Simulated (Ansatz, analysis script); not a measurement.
Records of electronic-structure calculations.

```
Free-standing square Ti monolayer, spacing 2.904 Å: magnetic anisotropy by sever
1.0
     2.90400    0.00000    0.00000
     0.00000    2.90400    0.00000
     0.00000    0.00000   14.00000
Ti
1
Direct
  0.00000 0.00000 0.50000
# method: PBE, PAW set soft_1; spinors with self-consistent spin–orbit coupling, one run a direction (and 3 further levels or steps)
# program: Ansatz 0.2.0 and analysis script 1
# settings of one run: cutoff 420 eV, 43×43×1 k-mesh, Fermi-Dirac occupations, smearing width 0.05 eV, starting moments 1.52 μB
# notes: On Ti no. 1 the orbital moment’s part along the typed axis, for moments in plane, along a, is opposed to the spin, 1.8 % of it; semilocal functionals tend to give orbital moments of 3d atoms too small. All of this holds for the ferromagnetic order, the only one run; whether the real compound orders so is not tested. The cell was taken as built, with atoms unrelaxed.
# easy direction among those tried, spin–orbit part: in plane, along a and in plane, across a (alike)
# hardest less easiest direction, mesh 43x43x1: 0.0657 meV a cell of 1 atom
# orbital moment of Ti no. 1 along its axis, moments in plane, along a: -0.0353 μB
```

[Logs and program files are shortened in this print: banners, set-up blocks, solver, clock and traceback lines can be left out without a mark of their own.]

[Logs are printed without paths, hosts, clocks, repeated set-up lines and the standing remarks that a program may print on its own settings, such as how far it seeks lower states.]

[Hosts, paths, dates, database ids (printed as entryN), source tags and the programs' standing remarks are cut or masked in the printed files.]
